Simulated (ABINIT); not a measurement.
# A GW chain in ABINIT: SiC (Moissanite)

How does a plane-wave GW calculation on SiC (Moissanite) run from the first input to the gap?

Main program and level: ABINIT 10.8.3; LDA and many-body steps on it, plane waves.

**The experiments to reproduce.**

- Gap 3.33 eV: band gap at cryogenic temperature; bulk crystal (literature value) (quoted in “Silicon carbide diodes for neutron detection”, 2020, arxiv:2009.14696).

Most raw output is cut from this account.

## 1. Starting point

The structure is hexagonal, space group P6_3mc (No. 186). The conventional cell has a = 3.076 Å, b = 3.076 Å, c = 5.048 Å, α = 90.00°, β = 90.00°, γ = 120.00°. Si has 4 C at 1.87 to 1.94 Å nearest. C has 4 Si at 1.87 to 1.94 Å nearest. Farther neighbours are not listed.

The cell and positions come from the Crystallography Open Database and are kept as given unless a step says otherwise.

## 2. Ground state

This step: ABINIT 10.8.3; DFT, LDA, plane waves, norm-conserving pseudopotentials.

The ground-state density comes first.

Contents of run.abi:

```
acell 3*1.0 Angstrom
rprim 
  3.075999999976 0.000000000005 0.000000000000
  -1.537999999993 2.663894142018 0.000000000000
  0.000000000000 0.000000000000 5.048000000000
ntypat 2
znucl 14 6
natom 4
typat 1 1 2 2
xred 
  0.333333333333 0.666666666667 0.000000000000
  0.666666666667 0.333333333333 0.500000000000
  0.333333333333 0.666666666667 0.385000000000
  0.666666666667 0.333333333333 0.885000000000
pp_dirpath "pseudos"
pseudos "Si.upf, C.upf"
ecut 37
ngkpt 6 6 4
nshiftk 1
shiftk 0 0 0
kptopt 1
chksymbreak 0
nband 14
occopt 1
tolvrs 1e-10
nstep 60
prtwf 0
optforces 0
optstress 0
indata_prefix "in"
outdata_prefix "out"
tmpdata_prefix "tmp"
```

On the command line:

```console
$ OMP_NUM_THREADS=1 mpirun -n 4 abinit run.abi > log
```

Run time: 12 s. Hardware: 4 MPI ranks of Arm Neoverse N1, shared host; peak memory 0.28 GiB; 49 s of CPU time.

This step gave:

```
total energy               : -561.3949 eV
gap                        : 2.222 eV
k of the valence top       : 0, 0, 0
k of the conduction bottom : 0.3333, 0.3333, 0
least direct gap           : 3.994 eV
```

The gap is indirect, with the least direct gap 1.77 eV higher.

## 3. Bands along the symmetry lines

The cheap functional maps the bands first; the places of the edges decide which points the dearer methods must see.

Contents of run.abi:

```
acell 3*1.0 Angstrom
rprim 
  3.075999999976 0.000000000005 0.000000000000
  -1.537999999993 2.663894142018 0.000000000000
  0.000000000000 0.000000000000 5.048000000000
ntypat 2
znucl 14 6
natom 4
typat 1 1 2 2
xred 
  0.333333333333 0.666666666667 0.000000000000
  0.666666666667 0.333333333333 0.500000000000
  0.333333333333 0.666666666667 0.385000000000
  0.666666666667 0.333333333333 0.885000000000
pp_dirpath "pseudos"
pseudos "Si.upf, C.upf"
ecut 37
iscf -2
irdden 1
kptopt 0
nkpt 75
kpt 
  0.00000000 0.00000000 0.00000000
  0.06250000 0.00000000 0.00000000
  0.12500000 0.00000000 0.00000000
  0.18750000 0.00000000 0.00000000
  0.25000000 0.00000000 0.00000000
  0.31250000 0.00000000 0.00000000
  0.37500000 0.00000000 0.00000000
  0.43750000 0.00000000 0.00000000
  0.50000000 0.00000000 0.00000000
  0.47916667 0.04166667 0.00000000
  0.45833333 0.08333333 0.00000000
  0.43750000 0.12500000 0.00000000
  0.41666666 0.16666666 0.00000000
  0.39583333 0.20833333 0.00000000
  0.37500000 0.25000000 0.00000000
  0.35416666 0.29166666 0.00000000
  0.33333333 0.33333333 0.00000000
  0.29166666 0.29166666 0.00000000
  0.25000000 0.25000000 0.00000000
  0.20833333 0.20833333 0.00000000
  0.16666666 0.16666666 0.00000000
  0.12500000 0.12500000 0.00000000
  0.08333333 0.08333333 0.00000000
  0.04166667 0.04166667 0.00000000
  0.00000000 0.00000000 0.00000000
  0.00000000 0.00000000 0.06250000
  0.00000000 0.00000000 0.12500000
  0.00000000 0.00000000 0.18750000
  0.00000000 0.00000000 0.25000000
  0.00000000 0.00000000 0.31250000
  0.00000000 0.00000000 0.37500000
  0.00000000 0.00000000 0.43750000
  0.00000000 0.00000000 0.50000000
  0.06250000 0.00000000 0.50000000
  0.12500000 0.00000000 0.50000000
  0.18750000 0.00000000 0.50000000
  0.25000000 0.00000000 0.50000000
  0.31250000 0.00000000 0.50000000
  0.37500000 0.00000000 0.50000000
  0.43750000 0.00000000 0.50000000
  0.50000000 0.00000000 0.50000000
  0.47916667 0.04166667 0.50000000
  0.45833333 0.08333333 0.50000000
  0.43750000 0.12500000 0.50000000
  0.41666666 0.16666666 0.50000000
  0.39583333 0.20833333 0.50000000
  0.37500000 0.25000000 0.50000000
  0.35416666 0.29166666 0.50000000
  0.33333333 0.33333333 0.50000000
  0.29166666 0.29166666 0.50000000
  0.25000000 0.25000000 0.50000000
  0.20833333 0.20833333 0.50000000
  0.16666666 0.16666666 0.50000000
  0.12500000 0.12500000 0.50000000
  0.08333333 0.08333333 0.50000000
  0.04166667 0.04166667 0.50000000
  0.00000000 0.00000000 0.50000000
  0.50000000 0.00000000 0.50000000
  0.50000000 0.00000000 0.43750000
  0.50000000 0.00000000 0.37500000
  0.50000000 0.00000000 0.31250000
  0.50000000 0.00000000 0.25000000
  0.50000000 0.00000000 0.18750000
  0.50000000 0.00000000 0.12500000
  0.50000000 0.00000000 0.06250000
  0.50000000 -0.00000000 0.00000000
  0.33333333 0.33333333 0.50000000
  0.33333333 0.33333333 0.43750000
  0.33333333 0.33333333 0.37500000
  0.33333333 0.33333333 0.31250000
  0.33333333 0.33333333 0.25000000
  0.33333333 0.33333333 0.18750000
  0.33333333 0.33333333 0.12500000
  0.33333333 0.33333333 0.06250000
  0.33333333 0.33333333 0.00000000
istwfk *1
nband 15
nbdbuf 2
tolwfr 1e-08
nstep 40
prtwf 0
prtvol 0
indata_prefix "in"
outdata_prefix "out"
tmpdata_prefix "tmp"
```

It took 20 s on 4 MPI ranks; peak memory 0.29 GiB; 81 s of CPU time.

Numbers from this step:

* gap: 2.222 eV
* k of the valence top: 0, 0, 0
* k of the conduction bottom: 0.3333, 0.3333, 0
* least direct gap: 3.994 eV

The gap is 2.222 eV, as in the run before at this level.

Electronic bands along the path, in eV, zero at the top of the highest filled band; v1 is the highest filled band, c1 the lowest empty one:

```tsv
point	v4	v3	v2	v1	c1	c2	c3	c4
Γ	-1.56	-0.27	-0.27	0.00	4.58	6.03	6.41	6.41
halfway	-3.19	-2.75	-0.93	-0.90	3.80	5.65	6.94	7.61
M	-5.45	-3.55	-3.29	-1.49	2.50	4.13	6.68	7.14
halfway	-5.50	-4.80	-3.36	-2.83	3.17	4.87	7.43	8.21
K	-6.49	-4.13	-4.05	-4.05	2.22	7.86	8.55	8.55
halfway	-4.34	-3.06	-1.74	-1.18	5.01	5.55	6.72	6.87
Γ	-1.56	-0.27	-0.27	0.00	4.58	6.03	6.41	6.41
halfway	-1.39	-1.39	-0.49	-0.49	4.86	6.53	6.53	6.77
A	-0.96	-0.96	-0.96	-0.96	5.65	5.65	7.08	7.08
halfway	-3.08	-3.08	-1.96	-1.96	4.28	4.28	7.04	7.04
L	-2.69	-2.69	-2.34	-2.34	3.11	3.11	4.90	4.90
halfway	-4.47	-4.47	-1.95	-1.95	4.07	4.07	6.02	6.02
H	-5.89	-5.89	-1.76	-1.76	4.77	4.77	5.87	5.87
halfway	-3.20	-3.20	-2.66	-2.66	4.95	4.95	7.25	7.25
A	-0.96	-0.96	-0.96	-0.96	5.65	5.65	7.08	7.08
jump to L	-2.69	-2.69	-2.34	-2.34	3.11	3.11	4.90	4.90
halfway	-4.17	-3.32	-2.35	-1.90	2.84	3.13	6.32	6.75
M	-5.45	-3.55	-3.29	-1.49	2.50	4.13	6.68	7.14
jump to H	-5.89	-5.89	-1.76	-1.76	4.77	4.77	5.87	5.87
halfway	-6.69	-4.78	-2.85	-2.85	3.41	6.28	6.28	7.56
K	-6.49	-4.13	-4.05	-4.05	2.22	7.86	8.55	8.55
```

## 4. Empty states on the mesh, 3×3×2 mesh, 62 bands

The sums over transitions need many empty states on a uniform mesh; this step solves for them.

Contents of run.abi:

```
acell 3*1.0 Angstrom
rprim 
  3.075999999976 0.000000000005 0.000000000000
  -1.537999999993 2.663894142018 0.000000000000
  0.000000000000 0.000000000000 5.048000000000
ntypat 2
znucl 14 6
natom 4
typat 1 1 2 2
xred 
  0.333333333333 0.666666666667 0.000000000000
  0.666666666667 0.333333333333 0.500000000000
  0.333333333333 0.666666666667 0.385000000000
  0.666666666667 0.333333333333 0.885000000000
pp_dirpath "pseudos"
pseudos "Si.upf, C.upf"
ecut 37
ngkpt 3 3 2
nshiftk 1
shiftk 0 0 0
kptopt 1
chksymbreak 0
iscf -2
irdden 1
istwfk *1
nband 62
nbdbuf 4
tolwfr 1e-09
nstep 60
prtvol 0
indata_prefix "in"
outdata_prefix "out"
tmpdata_prefix "tmp"
```

The job ended after 15 s (4 MPI ranks; peak memory 0.26 GiB).

This step gave:

```yaml
gap: 2.222 eV
k_of_the_valence_top: 0, 0, 0
k_of_the_conduction_bottom: 0.3333, 0.3333, 0
least_direct_gap: 4.311 eV
k_points_computed: 6
lowest_point_of_the_top_converged_band_above_the_valence_top: 51.0747 eV
```

On this mesh the gap is 2.222 eV.

## 5. Screening, 3×3×2 mesh, 58 bands, screening to 130.6 eV

The RPA dielectric matrix is built and inverted for each q.

This step: RPA screening on LDA, plane waves, norm-conserving pseudopotentials.

Edit run.abi of step 4 so:

```diff
@@ -22,10 +22,11 @@
 chksymbreak 0
-iscf -2
-irdden 1
 istwfk *1
-nband 62
-nbdbuf 4
-tolwfr 1e-09
-nstep 60
-prtvol 0
+occopt 1
+irdwfk 1
+optdriver 3
+nband 58
+ecuteps 4.8
+inclvkb 2
+awtr 1
+symchi 1
 indata_prefix "in"
```

Wall time 7 s (4 MPI ranks); peak memory 0.42 GiB; 28 s of CPU time.

This step gave:

| Quantity | Value |
| --- | --- |
| ε∞ with local fields, on this mesh, along the program's q direction | 8.796 |
| the same without local fields | 9.626 |
| plasma frequency | 23.09 eV |
| plane waves in the screening matrix | 135 |

Local fields lower ε∞ by 9 %. On a Γ-centred mesh this coarse the value itself is usually too large, while a short band sum pulls it down.

## 6. Self-energy, 3×3×2 mesh, 58 bands, screening to 130.6 eV

The self-energy is evaluated for the states that the input lists, and the levels follow from it, in one-shot runs by the linearised quasiparticle equation.

This step: G0W0 on LDA, plane waves, norm-conserving pseudopotentials.

Edit run.abi of step 5 so:

```diff
@@ -25,8 +25,19 @@
 irdwfk 1
-optdriver 3
+optdriver 4
 nband 58
+gwcalctyp 0
+ecutsigx 37
+symsigma 1
+nkptgw 3
+kptgw 
+  0.0000000000 0.0000000000 0.0000000000
+  0.3333333333 0.3333333333 0.0000000000
+  0.3333333333 0.0000000000 0.0000000000
+bdgw 
+  6 10
+  7 10
+  7 10
 ecuteps 4.8
-inclvkb 2
-awtr 1
-symchi 1
+irdscr 1
+ppmodel 1
 indata_prefix "in"
```

Run time: 6.3 s. Hardware: 4 MPI ranks; peak memory 0.39 GiB; 25 s of CPU time.

This step gave:

```
G0W0 gap on the points computed              : 2.809 eV
starting gap on the mesh                     : 2.222 eV
k of the valence top                         : 0, 0, 0
k of the conduction bottom                   : 0.3333, 0.3333, 0
Z at the valence top                         : 0.8
Z at the conduction bottom                   : 0.829
least direct G0W0 gap on the computed points : 5.234 eV
```

The gap on the mesh goes from 2.22 eV to 2.81 eV, a correction of +0.59 eV.

Limits: finite bands, cutoff and mesh; coarse k mesh. v1 is the top filled band, c1 the lowest empty one. Levels before and after the correction, in eV, zero at the valence-band top of each column:

```tsv
	conduction bottom	valence top
Kohn-Sham	2.22	0.00
G0W0	2.81	0.00
```

```tsv
	level	energy (eV)
Kohn-Sham	Γ v3-v2	-0.273
Kohn-Sham	Γ v1	0.000
Kohn-Sham	Γ c1	4.582
Kohn-Sham	Γ c2	6.034
Kohn-Sham	(0.333 0.333 0) v2-v1	-4.051
Kohn-Sham	(0.333 0.333 0) c1	2.222
Kohn-Sham	(0.333 0.333 0) c2	7.861
G0W0	Γ v3-v2	-0.383
G0W0	Γ v1	0.000
G0W0	Γ c1	5.355
G0W0	Γ c2	6.747
G0W0	(0.333 0.333 0) v2-v1	-4.476
G0W0	(0.333 0.333 0) c1	2.809
G0W0	(0.333 0.333 0) c2	8.892
```

## 7. Where the time went

Times are wall times on 4 MPI ranks of Arm Neoverse N1, shared host, good to a factor of about two.

```tsv
step	time	share	memory (GiB)
ground state	12 s	20 %	0.28
bands along the symmetry lines	20 s	33 %	0.29
empty states on the mesh	15 s	25 %	0.26
screening	7 s	11 %	0.42
self-energy	6.3 s	10 %	0.39
```

## 8. Results

```
LDA gap              : 2.22 eV, indirect
G0W0 gap on the mesh : 2.81 eV
GW settings          : 3×3×2 mesh, 58 bands, screening to 130.6 eV, Godby-Needs plasmon pole
known limits         : not at the basis limit; coarse k mesh
```

In words: G0W0 moves the gap on the mesh from 2.22 eV to 2.81 eV (+0.59 eV), with Z of 0.80 and 0.83 at the edges. Local fields lower the RPA ε∞ on this mesh from 9.63 to 8.80; a Γ-centred mesh this coarse tends to raise both, most where the direct gap is narrow, while a short band sum lowers them. Only 3 of the mesh's irreducible points were corrected, so a valley elsewhere could overtake. Against experiment, by G0W0@LDA: the gap of 2.81 eV lies −0.52 eV from the measured 3.33 eV (kind not stated, quoted 2020). The calculation has static nuclei and no excitons; a measured gap holds zero-point and thermal motion, which mostly lowers it. Bands and cutoff are finite, so the gap is not at the basis limit. The miss can reach some tenths of an eV and take either sign; the mesh is an error of its own. In the G0W0 run levels were corrected at 3 k points alone, so a gap called «on the mesh» is the least over those, and an edge elsewhere would be missed. The 3×3×2 mesh is coarse for this cell, which bears on the long-range parts of exchange and screening.

[Paths, hosts, dates, memory and timing lines, banners, echoed tables and standing remarks are left out of the program output.]

[Logs are printed without paths, hosts, clocks, repeated set-up lines and the standing remarks that a program may print on its own settings, such as how far it seeks lower states.]

[Runs of the session that timed out or met a known fault of the program may be left out.]

[Hosts, paths, dates, database ids (printed as entryN), source tags and the programs' standing remarks are cut or masked in the printed files.]

[G0W0 gaps are taken among the corrected bands and points alone; a level outside them can change the order at an edge.]

[Where Ansatz stands beside ABINIT at settings called matched, ABINIT's density can come from a denser mesh and the files from another edition; pairs whose starting gaps differed by over 0.03 eV were left out, so agreement reads better than it is.]
